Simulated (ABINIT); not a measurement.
# Te2Mo (P6_3/mmc): Bethe-Salpeter spectra with ABINIT, part 2 of 3

Aim: the absorption spectrum of Te2Mo (P6_3/mmc) with electron-hole interaction, and what each part of the kernel does.

ABINIT 10.8.3; PBE and many-body steps on it, plane waves. Known limits of the many-body steps: not at the basis limit; no spin-orbit coupling; coarse k mesh; bindings not settled in the k mesh.

So far. Step 5 (Excitons): The lowest state lies at 1.271 eV, 0.205 eV under the direct gap. Step 6 (Model screening): The lowest state lies at 1.276 eV, 0.200 eV under the direct gap.

## (7) Empty states on the mesh, 6×6×1 mesh, 76 bands

This step: DFT, PBE, plane waves, norm-conserving pseudopotentials.

Input file run.abi:

```
acell 3*1.0 Angstrom
rprim 
  3.518200000003 -0.000000000001 0.000000000000
  -1.759100000001 3.046850575598 0.000000000000
  0.000000000000 0.000000000000 13.973600000000
ntypat 2
znucl 52 42
natom 6
typat 1 1 1 1 2 2
xred 
  0.333333333333 0.666666666667 0.621000000000
  0.666666666667 0.333333333333 0.121000000000
  0.333333333333 0.666666666667 0.879000000000
  0.666666666667 0.333333333333 0.379000000000
  0.333333333333 0.666666666667 0.250000000000
  0.666666666667 0.333333333333 0.750000000000
pp_dirpath "pseudos"
pseudos "Te.upf, Mo.upf"
ecut 39
ngkpt 6 6 1
nshiftk 1
shiftk 0 0 0
kptopt 1
chksymbreak 0
iscf -2
irdden 1
istwfk *1
nband 76
nbdbuf 6
tolwfr 1e-09
nstep 60
prtvol 0
indata_prefix "in"
outdata_prefix "out"
tmpdata_prefix "tmp"
```

Command:

```console
OMP_NUM_THREADS=1 mpirun -n 4 abinit run.abi > log
```

Numbers of over 12 decimals in the logs are rounded to 6 here.

Log:

```text
.Version 10.8.3 of ABINIT. v10.8.2 released Aug 2026.

 Symmetries : space group P6_3/m m c (#194); Bravais hP (primitive hexag.)
[... echo of the input left out ...]
== DATASET  1 ==================================================================
-   mpi_nproc: 4, omp_nthreads: 1 (-1 if OMP is not activated)

--- !DatasetInfo
iteration_state: {dtset: 1, }
dimensions: {natom: 6, nkpt: 7, mband: 76, nsppol: 1, nspinor: 1, nspden: 1, mpw: 11799, }
cutoff_energies: {ecut:  39.0, pawecutdg:  -1.0, }
[...]
0.32650    0.32650    0.32780    0.32780    0.35298    0.36495    0.47176    0.47176
   0.47665    0.47665    0.47992    0.47992    0.48929    0.48929    0.57510    0.59288
   0.62901    0.64609    0.67148    0.69281
 prteigrs : prtvol=0 or 1, do not print more k-points.

== END DATASET(S) ==============================================================
================================================================================

 -outvars: echo values of variables after computation  --------
            nband          76
             nkpt           7
          spgroup         194
 [... the other variables as echoed above ...]

 Calculation completed.
```

Wall time 62 s (4 MPI ranks of Arm Neoverse V1, shared host); peak memory 0.47 GiB.

Numbers from this step:

| Item | Value |
| --- | --- |
| gap | 0.8286 eV |
| k of the valence top | 0, 0, 0 |
| k of the conduction bottom | 0.1667, 0.1667, 0 |
| least direct gap | 1.039 eV |
| k points computed | 7 |
| lowest point of the top converged band, above the valence top | 3.383 eV |

On this mesh the gap is 0.829 eV.

## (8) k mesh (6×6×1)

This step: Bethe-Salpeter equation on PBE with a scissors shift, plane waves, norm-conserving pseudopotentials.

run.abi, as its differences from that of step 7:

```diff
@@ -24,10 +24,21 @@
 chksymbreak 0
-iscf -2
+istwfk *1
+occopt 1
+irdwfk 1
+optdriver 99
+bs_calctype 1
+mbpt_sciss 0.437 eV
+bs_loband 61
+nband 64
+bs_exchange_term 1
+bs_coulomb_term 21
+bs_coupling 0
+bs_algorithm 1
+bs_freq_mesh 0 4 0.05 eV
+zcut 0.1 eV
+ecuteps 3
+ecutwfn 19.5
+inclvkb 2
+mdf_epsinf 20.39
 irdden 1
-istwfk *1
-nband 76
-nbdbuf 6
-tolwfr 1e-09
-nstep 60
-prtvol 0
 indata_prefix "in"
```

Log:

```text
.Version 10.8.3 of ABINIT. v10.8.2 released Aug 2026.

 Symmetries : space group P6_3/m m c (#194); Bravais hP (primitive hexag.)
[... echo of the input left out ...]
== DATASET  1 ==================================================================
-   mpi_nproc: 4, omp_nthreads: 1 (-1 if OMP is not activated)

--- !DatasetInfo
iteration_state: {dtset: 1, }
dimensions: {natom: 6, nkpt: 7, mband: 64, nsppol: 1, nspinor: 1, nspden: 1, mpw: 4205, }
cutoff_energies: {ecut:  19.5, pawecutdg:  -1.0, }
electrons: {nelect:   1.24000000E+02, charge:   0.00000000E+00, occopt:   1.00000000E+00, tsmear:   1.00000000E-02, }

 Exciton: Calculation of dielectric properties by solving the Bethe-Salpeter equation
 in frequency domain and reciprocal space on a transitions basis set.
 Based on a program developed by L. Reining, V. Olevano, F. Sottile,
 S. Albrecht, and G. Onida. Incorporated in ABINIT by M. Giantomassi.

.Using double precision arithmetic ; gwpc =  8

[... cell and pseudopotentials left out ...]
--------------------------------------------------------------------------------

 ==== K-mesh for the wavefunctions ====
 Number of points in the irreducible wedge :     7
[... list of points left out ...]
 Together with 24 symmetry operations and time-reversal symmetry
 yields    36 points in the full Brillouin Zone.

 ==== Q-mesh for the screening function ====
 Number of points in the irreducible wedge :     7
[... list of points left out ...]
 Together with 24 symmetry operations and time-reversal symmetry
 yields    36 points in the full Brillouin Zone.

 vcoul_init : cutoff-mode = AUXILIARY_FUNCTION
 q-points for optical limit:   1
     1)      0.000010    0.000020    0.000030
 setmesh: FFT mesh size selected  =    20x   20x   80
[...]
Number of electrons calculated from density =  123.3281; Expected =  124.0000
 average of density, n =  0.122007
 r_s =    1.2508
 omega_plasma =   33.6937 [eV]

. Writing resonant excitonic Hamiltonian on file out_BSR; file size=   0.00 [Gb].
 Direct diagonalization of the resonant excitonic Hamiltonian, Matrix size= 144
. Using LAPACK sequential version.
 Excitonic eigenvalues in eV up to n=   32
   1.36124   1.36124   1.36257   1.36278   1.60343   1.60343   1.60462   1.60475
   1.73079   1.73095   1.73791   1.74207   1.75045   1.75657   1.76827   1.76845
   1.76988   1.76993   1.78530   1.78591   1.82313   1.82591   1.82789   1.82998
   1.83091   1.86092   1.90010   1.90223   1.92054   1.92113   1.93072   1.93123

 First excitonic eigenvalue=    1.36 [eV]
 Last  excitonic eigenvalue=    3.57 [eV]

 GW  direct gap       1.48  0.00 [eV]
 EXC direct gap       1.36  0.00 [eV]
 EXC binding energy   0.11  0.00 [eV]

 Excitonic eigenvalues up to the GW energy gap [eV]
  1 (  1.36  0.00)
  2 (  1.36  0.00)
  3 (  1.36  0.00)
  4 (  1.36  0.00)

 Macroscopic dielectric function:
 omega [eV] <KS_RPA_nlf>  <GW_RPA_nlf>  <BSE>
   0.0000   6.0873   0.0000   4.9319   0.0000   5.2468   0.0000
   0.0500   6.0935   0.0258   4.9346   0.0109   5.2503   0.0141
   0.1000   6.1125   0.0520   4.9427   0.0220   5.2607   0.0283
[...]
0.4000   6.5306   0.2553   5.1135   0.0972   5.4822   0.1278
   0.4500   6.6649   0.3061   5.1650   0.1126   5.5500   0.1491

 Writing KS-RPA macroscopic dielectric function without local fields to file: out_RPA_NLF_MDF
 Writing GW-RPA macroscopic dielectric function without local fields to file: out_GW_NLF_MDF
 Writing EXC Macroscopic dielectric function to file: out_EXC_MDF

== END DATASET(S) ==============================================================
================================================================================

 -outvars: echo values of variables after computation  --------
           etotal      0.0000000000E+00
            nband          64
             nkpt           7
          spgroup         194
 [... the other variables as echoed above ...]

 Calculation completed.
```

The job ended after 13 s (4 MPI ranks; peak memory 1.1 GiB; 51 s of CPU time).

Numbers from this step:

| Property | Result |
| --- | --- |
| direct gap of the transition levels | 1.476 eV |
| transitions in the window | 144 |
| first strong exciton (over a fiftieth of the strongest listed) | 1.361 eV |
| lowest state | 1.361 eV |
| binding of the lowest state below the direct gap | 0.1148 eV |
| Coulomb term of one mesh cell | 0.1144 eV |

The binding is 1.0 times the screened Coulomb term of one mesh cell (0.11 eV), so it is not shown settled.

The lowest state lies at 1.361 eV, 0.115 eV under the direct gap.

The window of bands is narrower than in the first exciton run, so this row is not like for like with it.

## (9) Empty states on the mesh, 6×6×2 mesh, 76 bands

This step: DFT, PBE, plane waves, norm-conserving pseudopotentials.

run.abi, as its differences from that of step 8:

```diff
@@ -19,3 +19,3 @@
 ecut 39
-ngkpt 6 6 1
+ngkpt 6 6 2
 nshiftk 1
@@ -24,21 +24,10 @@
 chksymbreak 0
+iscf -2
+irdden 1
 istwfk *1
-occopt 1
-irdwfk 1
-optdriver 99
-bs_calctype 1
-mbpt_sciss 0.437 eV
-bs_loband 61
-nband 64
-bs_exchange_term 1
-bs_coulomb_term 21
-bs_coupling 0
-bs_algorithm 1
-bs_freq_mesh 0 4 0.05 eV
-zcut 0.1 eV
-ecuteps 3
-ecutwfn 19.5
-inclvkb 2
-mdf_epsinf 20.39
-irdden 1
+nband 76
+nbdbuf 6
+tolwfr 1e-09
+nstep 60
+prtvol 0
 indata_prefix "in"
```

Log:

```text
.Version 10.8.3 of ABINIT. v10.8.2 released Aug 2026.

 Symmetries : space group P6_3/m m c (#194); Bravais hP (primitive hexag.)
[... echo of the input left out ...]
== DATASET  1 ==================================================================
-   mpi_nproc: 4, omp_nthreads: 1 (-1 if OMP is not activated)

--- !DatasetInfo
iteration_state: {dtset: 1, }
dimensions: {natom: 6, nkpt: 14, mband: 76, nsppol: 1, nspinor: 1, nspden: 1, mpw: 11799, }
cutoff_energies: {ecut:  39.0, pawecutdg:  -1.0, }
[...]
0.32650    0.32650    0.32780    0.32780    0.35298    0.36495    0.47176    0.47176
   0.47665    0.47665    0.47992    0.47992    0.48929    0.48929    0.57510    0.59288
   0.62901    0.64609    0.67148    0.69281
 prteigrs : prtvol=0 or 1, do not print more k-points.

== END DATASET(S) ==============================================================
================================================================================

 -outvars: echo values of variables after computation  --------
            nband          76
             nkpt          14
          spgroup         194
 [... the other variables as echoed above ...]

 Calculation completed.
```

Run time: 2 min. Hardware: 4 MPI ranks; peak memory 0.57 GiB.

Numbers from this step:

| Item | Value |
| --- | --- |
| gap | 0.8286 eV |
| k of the valence top | 0, 0, 0 |
| k of the conduction bottom | 0.1667, 0.1667, 0 |
| least direct gap | 1.039 eV |
| k points computed | 14 |
| lowest point of the top converged band, above the valence top | 3.269 eV |

On this mesh the gap is 0.829 eV.

## (10) k mesh (6×6×2)

This step: Bethe-Salpeter equation on PBE with a scissors shift, plane waves, norm-conserving pseudopotentials.

run.abi, as its differences from that of step 9:

```diff
@@ -24,10 +24,21 @@
 chksymbreak 0
-iscf -2
+istwfk *1
+occopt 1
+irdwfk 1
+optdriver 99
+bs_calctype 1
+mbpt_sciss 0.437 eV
+bs_loband 61
+nband 64
+bs_exchange_term 1
+bs_coulomb_term 21
+bs_coupling 0
+bs_algorithm 1
+bs_freq_mesh 0 4 0.05 eV
+zcut 0.1 eV
+ecuteps 3
+ecutwfn 19.5
+inclvkb 2
+mdf_epsinf 20.39
 irdden 1
-istwfk *1
-nband 76
-nbdbuf 6
-tolwfr 1e-09
-nstep 60
-prtvol 0
 indata_prefix "in"
```

Log:

```text
.Version 10.8.3 of ABINIT. v10.8.2 released Aug 2026.

 Symmetries : space group P6_3/m m c (#194); Bravais hP (primitive hexag.)
[... echo of the input left out ...]
== DATASET  1 ==================================================================
-   mpi_nproc: 4, omp_nthreads: 1 (-1 if OMP is not activated)

--- !DatasetInfo
iteration_state: {dtset: 1, }
dimensions: {natom: 6, nkpt: 14, mband: 64, nsppol: 1, nspinor: 1, nspden: 1, mpw: 4205, }
cutoff_energies: {ecut:  19.5, pawecutdg:  -1.0, }
[...]
Writing KS-RPA macroscopic dielectric function without local fields to file: out_RPA_NLF_MDF
 Writing GW-RPA macroscopic dielectric function without local fields to file: out_GW_NLF_MDF
 Writing EXC Macroscopic dielectric function to file: out_EXC_MDF

== END DATASET(S) ==============================================================
================================================================================

 -outvars: echo values of variables after computation  --------
           etotal      0.0000000000E+00
            nband          64
             nkpt          14
          spgroup         194
 [... the other variables as echoed above ...]

 Calculation completed.
```

The job ended after 23 s (4 MPI ranks; peak memory 1.9 GiB; 91 s of CPU time).

This step gave:

* direct gap of the transition levels: 1.476 eV
* transitions in the window: 288
* first strong exciton (over a fiftieth of the strongest listed): 1.391 eV
* lowest state: 1.391 eV
* binding of the lowest state below the direct gap: 0.08495 eV
* Coulomb term of one mesh cell: 0.09080 eV

The binding is 0.94 times the screened Coulomb term of one mesh cell (0.09 eV), so it is not shown settled.

The lowest state lies at 1.391 eV, 0.085 eV under the direct gap.

Mean over the three Cartesian directions of q; broadening 0.1 eV; transition window only. Limits: finite bands, cutoff and mesh; no spin-orbit coupling; exciton not shown settled in the k mesh. ε₂ against photon energy; read off at these points:

```csv
photon energy (eV),BSE,no electron-hole interaction,"Kohn-Sham, no shift"
0.00,0,0,0
0.10,0.0258,0.0204,0.0470
0.20,0.0526,0.0417,0.0974
0.30,0.0818,0.0645,0.155
0.45,0.134,0.104,0.27
0.55,0.177,0.136,0.382
0.65,0.233,0.175,0.553
0.75,0.306,0.224,0.845
0.85,0.410,0.290,1.45
0.95,0.569,0.382,3.00
1.05,0.836,0.521,5.55
1.15,1.36,0.751,7.12
1.30,3.99,1.60,6.38
1.40,7.42,3.36,6.07
1.50,7.76,5.72,7.03
1.55,7.84,6.29,7.76
1.60,6.72,7.45,8.87
1.70,5.64,7.07,11.7
1.80,6.91,5.80,13.9
1.90,9.42,6.73,9.36
2.05,11.6,9.19,5.25
2.10,12.7,10.4,4.97
2.15,12.1,12.3,4.55
2.25,7.85,13.5,4.70
2.35,4.67,8.70,4.87
2.45,4.23,5.51,3.24
2.55,4.06,4.86,1.60
2.65,4.32,4.61,0.909
2.80,3.21,4.86,0.525
2.90,1.60,2.94,0.428
3.00,0.9,1.48,0.417
3.10,0.596,0.863,0.353
3.20,0.453,0.591,0.332
3.30,0.405,0.459,0.260
3.40,0.404,0.420,0.181
3.50,0.327,0.390,0.142
3.65,0.267,0.336,0.110
3.75,0.182,0.251,0.0955
3.85,0.142,0.178,0.0840
3.95,0.119,0.143,0.0747
```

The window of bands is narrower than in the first exciton run, so this row is not like for like with it.

## (11) Empty states on the mesh, 9×9×2 mesh, 76 bands

This step: DFT, PBE, plane waves, norm-conserving pseudopotentials.

run.abi, as its differences from that of step 10:

```diff
@@ -19,3 +19,3 @@
 ecut 39
-ngkpt 6 6 2
+ngkpt 9 9 2
 nshiftk 1
@@ -24,21 +24,10 @@
 chksymbreak 0
+iscf -2
+irdden 1
 istwfk *1
-occopt 1
-irdwfk 1
-optdriver 99
-bs_calctype 1
-mbpt_sciss 0.437 eV
-bs_loband 61
-nband 64
-bs_exchange_term 1
-bs_coulomb_term 21
-bs_coupling 0
-bs_algorithm 1
-bs_freq_mesh 0 4 0.05 eV
-zcut 0.1 eV
-ecuteps 3
-ecutwfn 19.5
-inclvkb 2
-mdf_epsinf 20.39
-irdden 1
+nband 76
+nbdbuf 6
+tolwfr 1e-09
+nstep 60
+prtvol 0
 indata_prefix "in"
```

Log:

```text
.Version 10.8.3 of ABINIT. v10.8.2 released Aug 2026.

 Symmetries : space group P6_3/m m c (#194); Bravais hP (primitive hexag.)
[... echo of the input left out ...]
== DATASET  1 ==================================================================
-   mpi_nproc: 4, omp_nthreads: 1 (-1 if OMP is not activated)

--- !DatasetInfo
iteration_state: {dtset: 1, }
dimensions: {natom: 6, nkpt: 24, mband: 76, nsppol: 1, nspinor: 1, nspden: 1, mpw: 11808, }
cutoff_energies: {ecut:  39.0, pawecutdg:  -1.0, }
[...]
0.32650    0.32650    0.32780    0.32780    0.35298    0.36495    0.47176    0.47176
   0.47665    0.47665    0.47992    0.47992    0.48929    0.48929    0.57510    0.59288
   0.62901    0.64609    0.67148    0.69281
 prteigrs : prtvol=0 or 1, do not print more k-points.

== END DATASET(S) ==============================================================
================================================================================

 -outvars: echo values of variables after computation  --------
            nband          76
             nkpt          24
          spgroup         194
 [... the other variables as echoed above ...]

 Calculation completed.
```

Run time: 2.9 min. Hardware: 4 MPI ranks; peak memory 0.7 GiB; 12 min of CPU time.

Numbers from this step:

```yaml
gap: 0.7867 eV
k_of_the_valence_top: 0, 0, 0
k_of_the_conduction_bottom: 0.2222, 0.2222, 0
least_direct_gap: 1.039 eV
k_points_computed: 24
lowest_point_of_the_top_converged_band_above_the_valence_top: 3.179 eV
```

On this mesh the gap is 0.787 eV.

## (12) k mesh (9×9×2)

This step: Bethe-Salpeter equation on PBE with a scissors shift, plane waves, norm-conserving pseudopotentials.

run.abi, as its differences from that of step 11:

```diff
@@ -24,10 +24,21 @@
 chksymbreak 0
-iscf -2
+istwfk *1
+occopt 1
+irdwfk 1
+optdriver 99
+bs_calctype 1
+mbpt_sciss 0.437 eV
+bs_loband 61
+nband 64
+bs_exchange_term 1
+bs_coulomb_term 21
+bs_coupling 0
+bs_algorithm 1
+bs_freq_mesh 0 4 0.05 eV
+zcut 0.1 eV
+ecuteps 3
+ecutwfn 19.5
+inclvkb 2
+mdf_epsinf 20.39
 irdden 1
-istwfk *1
-nband 76
-nbdbuf 6
-tolwfr 1e-09
-nstep 60
-prtvol 0
 indata_prefix "in"
```

Log:

```text
.Version 10.8.3 of ABINIT. v10.8.2 released Aug 2026.

 Symmetries : space group P6_3/m m c (#194); Bravais hP (primitive hexag.)
[... echo of the input left out ...]
== DATASET  1 ==================================================================
-   mpi_nproc: 4, omp_nthreads: 1 (-1 if OMP is not activated)

--- !DatasetInfo
iteration_state: {dtset: 1, }
dimensions: {natom: 6, nkpt: 24, mband: 64, nsppol: 1, nspinor: 1, nspden: 1, mpw: 4205, }
cutoff_energies: {ecut:  19.5, pawecutdg:  -1.0, }
[...]
Writing KS-RPA macroscopic dielectric function without local fields to file: out_RPA_NLF_MDF
 Writing GW-RPA macroscopic dielectric function without local fields to file: out_GW_NLF_MDF
 Writing EXC Macroscopic dielectric function to file: out_EXC_MDF

== END DATASET(S) ==============================================================
================================================================================

 -outvars: echo values of variables after computation  --------
           etotal      0.0000000000E+00
            nband          64
             nkpt          24
          spgroup         194
 [... the other variables as echoed above ...]

 Calculation completed.
```

The job ended after 55 s (4 MPI ranks; peak memory 3 GiB).

This step gave:

```yaml
direct_gap_of_the_transition_levels: 1.476 eV
transitions_in_the_window: 648
first_strong_exciton_over_a_fiftieth_of_the_strongest_listed: 1.406 eV
lowest_state: 1.406 eV
binding_of_the_lowest_state_below_the_direct_gap: 0.07011 eV
coulomb_term_of_one_mesh_cell: 0.06929 eV
```

The binding is 1.0 times the screened Coulomb term of one mesh cell (0.07 eV), so it is not shown settled.

The lowest state lies at 1.406 eV, 0.070 eV under the direct gap.

The window of bands is narrower than in the first exciton run, so this row is not like for like with it.

## (13) Empty states on the mesh, 12×12×4 mesh, 76 bands

This step: DFT, PBE, plane waves, norm-conserving pseudopotentials.

run.abi, as its differences from that of step 12:

```diff
@@ -19,3 +19,3 @@
 ecut 39
-ngkpt 9 9 2
+ngkpt 12 12 4
 nshiftk 1
@@ -24,21 +24,10 @@
 chksymbreak 0
+iscf -2
+irdden 1
 istwfk *1
-occopt 1
-irdwfk 1
-optdriver 99
-bs_calctype 1
-mbpt_sciss 0.437 eV
-bs_loband 61
-nband 64
-bs_exchange_term 1
-bs_coulomb_term 21
-bs_coupling 0
-bs_algorithm 1
-bs_freq_mesh 0 4 0.05 eV
-zcut 0.1 eV
-ecuteps 3
-ecutwfn 19.5
-inclvkb 2
-mdf_epsinf 20.39
-irdden 1
+nband 76
+nbdbuf 6
+tolwfr 1e-09
+nstep 60
+prtvol 0
 indata_prefix "in"
```

Log:

```text
.Version 10.8.3 of ABINIT. v10.8.2 released Aug 2026.

 Symmetries : space group P6_3/m m c (#194); Bravais hP (primitive hexag.)
[... echo of the input left out ...]
== DATASET  1 ==================================================================
-   mpi_nproc: 4, omp_nthreads: 1 (-1 if OMP is not activated)

--- !DatasetInfo
iteration_state: {dtset: 1, }
dimensions: {natom: 6, nkpt: 57, mband: 76, nsppol: 1, nspinor: 1, nspden: 1, mpw: 11810, }
cutoff_energies: {ecut:  39.0, pawecutdg:  -1.0, }
[...]
0.32650    0.32650    0.32780    0.32780    0.35298    0.36495    0.47176    0.47176
   0.47665    0.47665    0.47992    0.47992    0.48929    0.48929    0.57510    0.59288
   0.62901    0.64609    0.67148    0.69281
 prteigrs : prtvol=0 or 1, do not print more k-points.

== END DATASET(S) ==============================================================
================================================================================

 -outvars: echo values of variables after computation  --------
            nband          76
             nkpt          57
          spgroup         194
 [... the other variables as echoed above ...]

 Calculation completed.
```

Elapsed: 6.9 min, on 4 MPI ranks; peak memory 1.1 GiB; 28 min of CPU time.

This step gave:

```
gap                                                           : 0.7644 eV
k of the valence top                                          : 0, 0, 0
k of the conduction bottom                                    : 0.25, 0.1667, 0
least direct gap                                              : 1.039 eV
k points computed                                             : 57
lowest point of the top converged band, above the valence top : 3.174 eV
```

On this mesh the gap is 0.764 eV.

(Part 2 of 3 ends here.)

[Paths, hosts, dates, memory and timing lines, banners, echoed tables and standing remarks are left out of the program output.]

[Logs are printed without paths, hosts, clocks, repeated set-up lines and the standing remarks that a program may print on its own settings, such as how far it seeks lower states.]

[Runs of the session that timed out or met a known fault of the program may be left out.]

[No measured gap is set beside runs whose start may be inverted or whose files or cutoffs have a known fault.]

[Hosts, paths, dates, database ids (printed as entryN), source tags and the programs' standing remarks are cut or masked in the printed files.]

[G0W0 gaps are taken among the corrected bands and points alone; a level outside them can change the order at an edge.]

[Where Ansatz stands beside ABINIT at settings called matched, ABINIT's density can come from a denser mesh and the files from another edition; pairs whose starting gaps differed by over 0.03 eV were left out, so agreement reads better than it is.]
